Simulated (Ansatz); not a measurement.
# Quasiparticle gap of LiMgOF (rocksalt [001] superlattice)

How far does one-shot GW move the LDA gap of LiMgOF (rocksalt [001] superlattice)?

Method: LDA, then G0W0 on it, plane waves, PAW, in Ansatz 0.2.0.

## Step 1: Starting point

The cell holds 16 atoms: 4 Li, 4 F, 4 Mg and 4 O. Cell: a = 2.915 Å, b = 2.915 Å, c = 16.499 Å, α = 90.0°, β = 90.0°, γ = 90.0°. It derives from LiF. Regions: LiF, 8 atoms (4 Li and 4 F); MgO, 8 atoms (4 Mg and 4 O). The structure's axis is c.

The start is a generated structure, not a measured one.

The logs state that the PAW files were generated under PBE.

## Step 2: Relaxing the structure

The structure is relaxed first.

This step: DFT, LDA, plane waves, PAW; PAW set soft_1.

The input, input.yaml:

```yaml
crystal:
  lattice:
    - [2.9150477054, 0.0, 0.0]
    - [0.0, 2.9150477054, 0.0]
    - [0.0, 0.0, 16.4986648878]
  atoms:
    - { symbol: Li, position: [0.0, 0.0, 0.0653638681] }
    - { symbol: F, position: [0.5, 0.5, 0.0653638681] }
    - { symbol: Li, position: [0.5, 0.5, 0.1846361319] }
    - { symbol: F, position: [0.0, 0.0, 0.1846361319] }
    - { symbol: Li, position: [0.0, 0.0, 0.3039083957] }
    - { symbol: F, position: [0.5, 0.5, 0.3039083957] }
    - { symbol: Li, position: [0.5, 0.5, 0.4231806595] }
    - { symbol: F, position: [0.0, 0.0, 0.4231806595] }
    - { symbol: Mg, position: [0.0, 0.0, 0.5424529233] }
    - { symbol: O, position: [0.5, 0.5, 0.5424529233] }
    - { symbol: Mg, position: [0.5, 0.5, 0.6731806595] }
    - { symbol: O, position: [0.0, 0.0, 0.6731806595] }
    - { symbol: Mg, position: [0.0, 0.0, 0.8039083957] }
    - { symbol: O, position: [0.5, 0.5, 0.8039083957] }
    - { symbol: Mg, position: [0.5, 0.5, 0.9346361319] }
    - { symbol: O, position: [0.0, 0.0, 0.9346361319] }
kpoints:
  mp_grid: { grid: [8, 8, 2] }
hamiltonian:
  xc: lda
  pseudopotentials: { kind: paw, azcp: { folder: soft_1 }, xc_functional: pbe }
scf:
  occupations: { method: fermi_dirac, width: 0.02 }
relax:
  f_tol: 0.015
  max_steps: 100
  cell: {}
```

The run is started by

```bash
$ ansatz run input.yaml --threads 4 --pin off --max-ram 17510MiB --backend cpu --events-out ev --progress --plain --runs-dir out
```

Numbers of over 12 decimals in the logs are rounded to 6 here.

The log of the run:

```text
Engine: ansatz 0.2.0, aarch64-unknown-linux-gnu
Pseudopotentials: kind: paw
Pseudopotential: Li, paw, valence charge 3, recommended cutoff 420 eV (normal), soft_1/Li.paw.azcp
Pseudopotential: F, paw, valence charge 7, recommended cutoff 420 eV (normal), soft_1/F.paw.azcp
Pseudopotential: Mg, paw, valence charge 10, recommended cutoff 420 eV (normal), soft_1/Mg.paw.azcp
Pseudopotential: O, paw, valence charge 6, recommended cutoff 420 eV (normal), soft_1/O.paw.azcp
Functional definition: SPW92
  exchange = slater_x
  correlation = pw_c
Crystal: 16 atoms, lattice volume = 140.197 Å³
Basis set: ecut = 420 eV, 2683 PW (Γ)
Bands: 68, of which v1, the nominal top of the filled ones, is band 52 counted from 1 (51 counted from 0)
Symmetry: 8 space group operations
Space group: P4mm (ITA 99), of the structure as read, at distance tolerance 5.2e-5 Å
k-points: 30 of 128
Non-local potential: Li, projectors of the file, l = 0: 3, l = 1: 2, l = 2: 1
Non-local potential: F, projectors of the file, l = 0: 2, l = 1: 2, l = 2: 1
Non-local potential: Mg, projectors of the file, l = 0: 3, l = 1: 2, l = 2: 1
Non-local potential: O, projectors of the file, l = 0: 2, l = 1: 2, l = 2: 1
PAW form: soft (Blöchl's): semilocal exchange-correlation on the pseudo side does not see the compensation charge
PAW frozen core: F, regenerated for the run's functional, and the local potential with it (the file was generated under x = pbe(κ = 0.804, μ = 0.219515), c = pbe(β = 0.066725))
PAW frozen core: Mg, regenerated for the run's functional, and the local potential with it (the file was generated under x = pbe(κ = 0.804, μ = 0.219515), c = pbe(β = 0.066725))
PAW frozen core: O, regenerated for the run's functional, and the local potential with it (the file was generated under x = pbe(κ = 0.804, μ = 0.219515), c = pbe(β = 0.066725))
PAW one-centre angular grid: Li, 110 points (default); XC on 64 Gauss nodes
PAW one-centre angular grid: F, 110 points (default); XC on 64 Gauss nodes
PAW one-centre angular grid: Mg, 110 points (default); XC on 64 Gauss nodes
PAW one-centre angular grid: O, 110 points (default); XC on 64 Gauss nodes
Initial density: superposition of atomic densities (chi_scale 0.1, normalization cell, long waves of neutral atoms (reshape's long-wave potential 20.43 eV rms, cloud 2.07 Å wide))
Initial wavefunctions: pseudopotential atomic-orbital guess
Functional: x = slater, c = lda
SCF iter   1: F=—  HF=-13841.097375 eV  |F-HF|=—  |Δ(HF+E_count)|=         —  Δρ=1.53e-1  dr2=2.37e1  ethr=3.10e-3  ⟨swp⟩=6.9  Hψ=9516  notcnv=0  defer=65
preconditioner: auto → Resta (q_TF=auto, 2.596 Å⁻¹)  ε∞=3.3  [insulator: Δε(μ)=3.857 eV  Ē_g=16.656 eV  σ=0.020 eV  W_gap=1.00  n_scr=40 (ndim 8)  ℏωp=25.1 eV  f_vac=0.000  D(μ)=0.00/eV (n_scr^D=0)  ε∞_Penn≈3.3]
SCF iter   2: F=—  HF=-13835.640363 eV  |F-HF|=—  |Δ(HF+E_count)|=    5.46e0  Δρ=4.95e-2  dr2=3.90e0  ethr=3.10e-3  ⟨swp⟩=2.6  Hψ=4010  notcnv=0  defer=291
SCF iter   3: F=—  HF=-13834.900617 eV  |F-HF|=—  |Δ(HF+E_count)|=   7.40e-1  Δρ=1.73e-2  dr2=9.69e-1  ethr=3.10e-3  ⟨swp⟩=2.3  Hψ=2619  notcnv=0  defer=287
SCF iter   4: F=—  HF=-13834.616577 eV  |F-HF|=—  |Δ(HF+E_count)|=   2.84e-1  Δρ=3.61e-3  dr2=1.48e-1  ethr=9.31e-4  ⟨swp⟩=4.1  Hψ=3394  notcnv=0  defer=282
SCF iter   5: F=—  HF=-13834.571928 eV  |F-HF|=—  |Δ(HF+E_count)|=   4.46e-2  Δρ=3.55e-3  dr2=4.05e-2  ethr=1.42e-4  ⟨swp⟩=3.6  Hψ=2848  notcnv=0  defer=284
SCF iter   6: F=—  HF=-13834.557875 eV  |F-HF|=—  |Δ(HF+E_count)|=   1.41e-2  Δρ=9.28e-4  dr2=3.99e-3  ethr=3.89e-5  ⟨swp⟩=4.4  Hψ=2978  notcnv=0  defer=284
SCF iter   7: F=—  HF=-13834.556460 eV  |F-HF|=—  |Δ(HF+E_count)|=   1.42e-3  Δρ=5.98e-4  dr2=5.05e-4  ethr=3.84e-6  ⟨swp⟩=2.6  Hψ=3416  notcnv=0  defer=298
SCF iter   8: F=—  HF=-13834.556269 eV  |F-HF|=—  |Δ(HF+E_count)|=   1.91e-4  Δρ=1.24e-4  dr2=2.72e-5  ethr=4.86e-7  ⟨swp⟩=2.3  Hψ=2963  notcnv=0  defer=298
SCF iter   9: F=—  HF=-13834.556258 eV  |F-HF|=—  |Δ(HF+E_count)|=   1.04e-5  Δρ=3.87e-5  dr2=2.01e-6  ethr=2.62e-8  ⟨swp⟩=2.0  Hψ=2703  notcnv=0  defer=298
SCF iter  10: F=—  HF=-13834.556258 eV  |F-HF|=—  |Δ(HF+E_count)|=   5.07e-7  Δρ=1.86e-5  dr2=3.07e-7  ethr=1.93e-9  ⟨swp⟩=2.0  Hψ=2679  notcnv=0  defer=298
SCF iter  11: F=-13834.556258 eV  HF=-13834.556258 eV  |F-HF|=2.10e-8  |Δ(HF+E_count)|=   9.34e-8  Δρ=3.60e-6  dr2=2.62e-8  ethr=9.62e-11  ⟨swp⟩=4.0  Hψ=6263  notcnv=0
SCF 1 converged in 11 iterations: F = -13834.556258 eV  dr2 = 2.62e-8
  greatest PAW one-centre occupation: 1.000 electrons in one spin orbital (limit 2), on the Mg atom at site 8 (counted from 0), in its partial waves of l = 1
relax step   1: F+E_penalty+E_count = -13834.55625771 eV  Δ(F+E_penalty+E_count) = +0.000e0 eV  max|allowed force component| = 8.529e-1 eV/Å  Δτ_max = 0.0000 Å  P = -4.553 GPa  Ω = 140.197 Å³  (11 SCF iters, dr2 threshold 1.00e-7 eV, accepted)
[... from here on, the SCF cycles and remarks between the steps are left out ...]
relax step   2: F+E_penalty+E_count = -13834.66014784 eV  Δ(F+E_penalty+E_count) = -1.039e-1 eV  max|allowed force component| = 5.556e-1 eV/Å  Δτ_max = 0.0278 Å  P = -2.724 GPa  Ω = 137.870 Å³  energy of the carried Pulay correction = +8.523e-3 eV  (7 SCF iters, dr2 threshold 1.60e-6 eV, accepted)
relax step   3: F+E_penalty+E_count = -13834.74051901 eV  Δ(F+E_penalty+E_count) = -8.037e-2 eV  max|allowed force component| = 9.489e-2 eV/Å  Δτ_max = 0.0476 Å  P = +0.736 GPa  Ω = 134.006 Å³  energy of the carried Pulay correction = +2.300e-2 eV  (7 SCF iters, dr2 threshold 1.60e-6 eV, accepted)
relax step   4: F+E_penalty+E_count = -13834.74055395 eV  Δ(F+E_penalty+E_count) = -3.493e-5 eV  max|allowed force component| = 6.881e-2 eV/Å  Δτ_max = 0.0202 Å  P = -0.079 GPa  Ω = 134.752 Å³  energy of the carried Pulay correction = +2.017e-2 eV  (6 SCF iters, dr2 threshold 1.60e-6 eV, accepted)
relax step   5: F+E_penalty+E_count = -13834.74159180 eV  Δ(F+E_penalty+E_count) = -1.038e-3 eV  max|allowed force component| = 3.468e-2 eV/Å  Δτ_max = 0.0083 Å  P = -0.037 GPa  Ω = 134.703 Å³  energy of the carried Pulay correction = +2.036e-2 eV  (6 SCF iters, dr2 threshold 2.96e-7 eV, accepted)
relax step   6: F+E_penalty+E_count = -13834.74186440 eV  Δ(F+E_penalty+E_count) = -2.726e-4 eV  max|allowed force component| = 1.028e-2 eV/Å  Δτ_max = 0.0020 Å  P = +0.020 GPa  Ω = 134.653 Å³  energy of the carried Pulay correction = +2.054e-2 eV  (6 SCF iters, dr2 threshold 7.52e-8 eV, accepted)
relax step   7: F+E_penalty+E_count = -13834.72672233 eV  Δ(F+E_penalty+E_count) = +1.514e-2 eV  max|allowed force component| = 1.026e-2 eV/Å  Δτ_max = 0.0000 Å  P = -0.210 GPa  Ω = 134.653 Å³  stress off target by 2.89e-1 GPa  SCF on the basis re-selected at this cell (its energy is not comparable with the rows above)  (6 SCF iters)
relax step   8: F+E_penalty+E_count = -13834.72771544 eV  Δ(F+E_penalty+E_count) = -9.931e-4 eV  max|allowed force component| = 3.311e-3 eV/Å  Δτ_max = 0.0016 Å  P = +0.002 GPa  Ω = 134.430 Å³  energy of the carried Pulay correction = +8.181e-4 eV  (6 SCF iters, dr2 threshold 2.09e-7 eV, accepted)
relax step   9: F+E_penalty+E_count = -13834.72690781 eV  Δ(F+E_penalty+E_count) = +8.076e-4 eV  max|allowed force component| = 3.357e-3 eV/Å  Δτ_max = 0.0000 Å  P = -0.004 GPa  Ω = 134.430 Å³  stress off target by 2.30e-2 GPa  SCF on the basis re-selected at this cell (its energy is not comparable with the rows above)  (6 SCF iters)
basis re-selected at this cell: Δ(F+E_penalty+E_count) = +8.076e-4 eV, ΔP = -0.006 GPa vs the last step (what re-selecting the basis moved, of the pressure what is left beyond the Pulay correction that the steps carried, after the strain that the cell walked since its last selection, with what the two solves' SCF thresholds leave and, on support functions, any second-order correction that the steps lacked; it is no m [...]
SCF converged after 6 iterations
Free energy (F): -13834.726908 eV
Harris-Foulkes:  -13834.726908 eV  (|F-HF|=1.09e-11)
Internal energy: -13834.726908 eV  (E = F + TS)
E sigma→0 (E₀):  -13834.726908 eV
Fermi energy:    8.865355 eV
--- Per-component energies (eV) ---
  E_band       = -1655.779132
  E_kinetic    = 1835.022976
  E_local      = -12041.299375  (includes V_loc(G=0)·N_el)
  E_nonlocal   = 1279.250558
  E_hartree    = 4469.314125
  E_xc         = -739.776197
  E_vxc        = -956.547793  (∫ρ·V_xc dr)
  E_paw        = -2579.211627  (= ΣΔE_a)
  E_vpaw       = -710.840802  (= ΣTr[D̂ρ^β])
  E_aug_tail   = 0.007282  (compensation charges beyond the density's cutoff)
  E_ewald      = -6059.477260
  E_core_change = 1.442610  (= ΣΔE_core)
  E_smearing   = -0.000000  (= −TS)
  E_closure    = -0.000000  (closes the sum)
  Σ components = -13834.726908   (vs F -13834.726908, Δ=0.00e0)
--- Forces (eV/Å), atoms counted from 1 ---
  atom   1  Li     0.00000000     0.00000000    -0.00060068
  atom   2  F      0.00000000     0.00000000    -0.00335625
  atom   3  Li     0.00000000     0.00000000    -0.00076833
  atom   4  F     -0.00000000    -0.00000000     0.00117130
  atom   5  Li    -0.00000000    -0.00000000     0.00055070
  atom   6  F      0.00000000     0.00000000    -0.00039687
  atom   7  Li    -0.00000000    -0.00000000     0.00045914
  atom   8  F     -0.00000000    -0.00000000     0.00283180
  atom   9  Mg     0.00000000     0.00000000    -0.00067782
  atom  10  O      0.00000000     0.00000000    -0.00142198
  atom  11  Mg    -0.00000000    -0.00000000     0.00144497
  atom  12  O      0.00000000     0.00000000    -0.00257916
  atom  13  Mg     0.00000000     0.00000000    -0.00155265
  atom  14  O     -0.00000000    -0.00000000     0.00153585
  atom  15  Mg    -0.00000000    -0.00000000     0.00210343
  atom  16  O     -0.00000000    -0.00000000     0.00126135
  max |Σ_I F_I| component: 4.81e-6 eV/Å
--- Stress (GPa, compression-positive) ---
        0.005375       0.000000      -0.000000
        0.000000       0.005375       0.000000
       -0.000000       0.000000      -0.023001
  P = ⅓ Tr σ = -0.0041 GPa (-0.041 kbar)
--- Relaxed structure (7 steps of the walk, 7 accepted, 2 SCFs on fresh bases) ---
  F+E_penalty+E_count = -13834.72690781 eV   max|allowed force component| = 3.357e-3 eV/Å   (the final SCF, on the basis selected at the relaxed cell)
  cell:  # Å, volume = 134.4305 Å³
    - [2.892966, 0.0, 0]
    - [0.0, 2.892966, 0.0]
    - [0, 0.0, 16.062422]
  atoms:
    - { symbol: Li, position: [0, 0.0, 0.061766] }
    - { symbol: F, position: [0.500000, 0.500000, 0.064643] }
    - { symbol: Li, position: [0.500000, 0.500000, 0.182711] }
    - { symbol: F, position: [0, 0.0, 0.181907] }
    - { symbol: Li, position: [0, 0.0, 0.300100] }
    - { symbol: F, position: [0.500000, 0.500000, 0.300901] }
    - { symbol: Li, position: [0.500000, 0.500000, 0.421049] }
    - { symbol: F, position: [0, 0.0, 0.418174] }
    - { symbol: Mg, position: [0, 0.0, 0.546027] }
    - { symbol: O, position: [0.500000, 0.500000, 0.544387] }
    - { symbol: Mg, position: [0.500000, 0.500000, 0.675823] }
    - { symbol: O, position: [0, 0.0, 0.676141] }
    - { symbol: Mg, position: [0, 0.0, 0.807001] }
    - { symbol: O, position: [0.500000, 0.500000, 0.806685] }
    - { symbol: Mg, position: [0.500000, 0.500000, 0.936786] }
    - { symbol: O, position: [0, 0.0, 0.938432] }
```

The job ended after 44 s (4 threads of Arm Neoverse V2, shared host; peak memory 0.58 GiB; 2.8 min of CPU time).

The steps of the relaxation:

| step | energy less that of the first step (eV) | largest force component (eV/Å) | pressure (GPa) | volume (Å³) |
| --- | --- | --- | --- | --- |
| 1 | 0.0000 | 0.8529 | -4.55 | 140.20 |
| 2 | -0.1039 | 0.5556 | -2.72 | 137.87 |
| 3 | -0.1843 | 0.0949 | 0.74 | 134.01 |
| 4 | -0.1843 | 0.0688 | -0.08 | 134.75 |
| 5 | -0.1853 | 0.0347 | -0.04 | 134.70 |
| 6 | -0.1856 | 0.0103 | 0.02 | 134.65 |
| 7* | -0.1705 | 0.0103 | -0.21 | 134.65 |
| 8 | -0.1715 | 0.0033 | 0.00 | 134.43 |
| 9* | -0.1707 | 0.0034 | 0.00 | 134.43 |

Relaxation steps marked * repeat the geometry before them on a plane-wave basis chosen anew for their cell, so energy and pressure can jump there.

The run keeps the 8 symmetry operations that it works with, so distortions that break them were not tested.

| cell as run | before | after | change |
| --- | --- | --- | --- |
| a (Å) | 2.915 | 2.893 | -0.8 % |
| b (Å) | 2.915 | 2.893 | -0.8 % |
| c (Å) | 16.499 | 16.062 | -2.6 % |
| volume (Å³/atom) | 8.76 | 8.40 | -4.1 % |

The atoms that moved most (Å, as changes of fractional coordinates times the final cell):

| atom | dx | dy | dz | length |
| --- | --- | --- | --- | --- |
| F8 | 0.000 | 0.000 | -0.080 | 0.080 |
| Li5 | 0.000 | 0.000 | -0.061 | 0.061 |
| O16 | 0.000 | 0.000 | 0.061 | 0.061 |
| Li1 | 0.000 | 0.000 | -0.058 | 0.058 |
| Mg9 | 0.000 | 0.000 | 0.057 | 0.057 |
| Mg13 | 0.000 | 0.000 | 0.050 | 0.050 |
| F6 | 0.000 | 0.000 | -0.048 | 0.048 |
| O12 | 0.000 | 0.000 | 0.048 | 0.048 |

Final coordinates:

```cif
data_structure
_symmetry_space_group_name_H-M 'P 1'
_symmetry_Int_Tables_number 1
_cell_length_a 2.8930
_cell_length_b 2.8930
_cell_length_c 16.0624
_cell_angle_alpha 90.000
_cell_angle_beta 90.000
_cell_angle_gamma 90.000
_cell_volume 134.43
loop_
_atom_site_label
_atom_site_type_symbol
_atom_site_fract_x
_atom_site_fract_y
_atom_site_fract_z
_atom_site_occupancy
Li1 Li 0.00000 0.00000 0.06177 1
F2 F 0.50000 0.50000 0.06464 1
Li3 Li 0.50000 0.50000 0.18271 1
F4 F 0.00000 0.00000 0.18191 1
Li5 Li 0.00000 0.00000 0.30010 1
F6 F 0.50000 0.50000 0.30090 1
Li7 Li 0.50000 0.50000 0.42105 1
F8 F 0.00000 0.00000 0.41817 1
Mg9 Mg 0.00000 0.00000 0.54603 1
O10 O 0.50000 0.50000 0.54439 1
Mg11 Mg 0.50000 0.50000 0.67582 1
O12 O 0.00000 0.00000 0.67614 1
Mg13 Mg 0.00000 0.00000 0.80700 1
O14 O 0.50000 0.50000 0.80669 1
Mg15 Mg 0.50000 0.50000 0.93679 1
O16 O 0.00000 0.00000 0.93843 1
```

(Part 1 of 3 ends here.)

[Paths, hosts, dates, memory and timing lines, banners, echoed tables and standing remarks are left out of the program output.]

[Logs are printed without paths, hosts, clocks, repeated set-up lines and the standing remarks that a program may print on its own settings, such as how far it seeks lower states.]

[Runs of the session that timed out or met a known fault of the program may be left out.]

[Cells called generated may have been cut or substituted from an entry of the Crystallography Open Database or the Materials Project.]

[Hosts, paths, dates, database ids (printed as entryN), source tags and the programs' standing remarks are cut or masked in the printed files.]

[Where an RPA ε∞ is given, it is that of the G0W0 mesh and is not shown converged in it. Names of k-points follow the symmetry that the program found, which can be lower than the space group named. Band edges on a path are those of the sampled points; other points can move an edge, and change direct to indirect where valleys lie close.]

[Hybrid gaps are those of their k-mesh and are not shown converged in it.]
